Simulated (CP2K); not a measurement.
Consider 3-hydroxythiophene at its PBE geometry (Å).

```xyz
10

O    -2.0723   -0.1784   -0.0685
C    -0.7175    0.0837   -0.0950
C     0.2996   -0.7803    0.4125
C     1.5582   -0.2489    0.2425
S     1.4992    1.2835   -0.5238
C    -0.2149    1.2483   -0.6362
H    -2.2041   -1.0506    0.3399
H     0.1079   -1.7434    0.8831
H     2.5112   -0.6803    0.5299
H    -0.7673    2.0663   -1.0844
```

Method: CP2K XAS_TDP, all-electron GAPW, PBEh(45%), aug-cc-pVDZ, TDA, no relativity.

Predict the bright core excitations at the C K edge.

Leading lines: C2 283.57 eV, C3 281.86 eV, C4 281.86 eV and C6 282.07 eV. The leading line of an atom is its first one with 35 % of the strongest within 2.5 eV of its lowest line over the strength cut. 

The first six lines of each atom with a strength over 0.0015:

```tsv
atom	energy (eV)	states	strength, one atom
C2 (bonded to 2 C and O)	283.57	1	0.0544
	285.49	1	0.0120
	285.60	1	0.0097
	286.53	1	0.0058
	286.97	1	0.0034
	287.03	1	0.0070
C3 (bonded to 2 C and H)	281.86	1	0.0419
	284.11	1	0.0101
	284.70	1	0.0097
	284.83	1	0.0034
	285.41	1	0.0053
	286.07	1	0.0052
C4 (bonded to C, S and H)	281.86	1	0.0512
	284.58	1	0.0268
	285.00	1	0.0128
	285.65	1	0.0090
	286.70	1	0.0040
	286.80	1	0.0022
C6 (bonded to C, S and H)	282.07	1	0.0433
	284.01	1	0.0271
	284.88	1	0.0129
	285.26	1	0.0037
	285.75	1	0.0051
	285.84	1	0.0019
```

Lines are vertical, at one geometry, with no vibrational structure. Without a correction of the core level, line positions, and the gaps between valence and Rydberg lines, follow the share of exact exchange. At this level such K lines come out 3 to 6 eV under measured ones. These values hold no scalar relativity, about 0.1 eV for C 1s. Rydberg lines, and the discretised continuum above threshold, depend on the basis and the box.

[Banner, clock and machine lines of the logs are left out without a mark of their own.]

[Logs are printed without paths, hosts, clocks, repeated set-up lines and the standing remarks that a program may print on its own settings, such as how far it seeks lower states.]

[Hosts, paths, dates, database ids (printed as entryN), source tags and the programs' standing remarks are cut or masked in the printed files.]
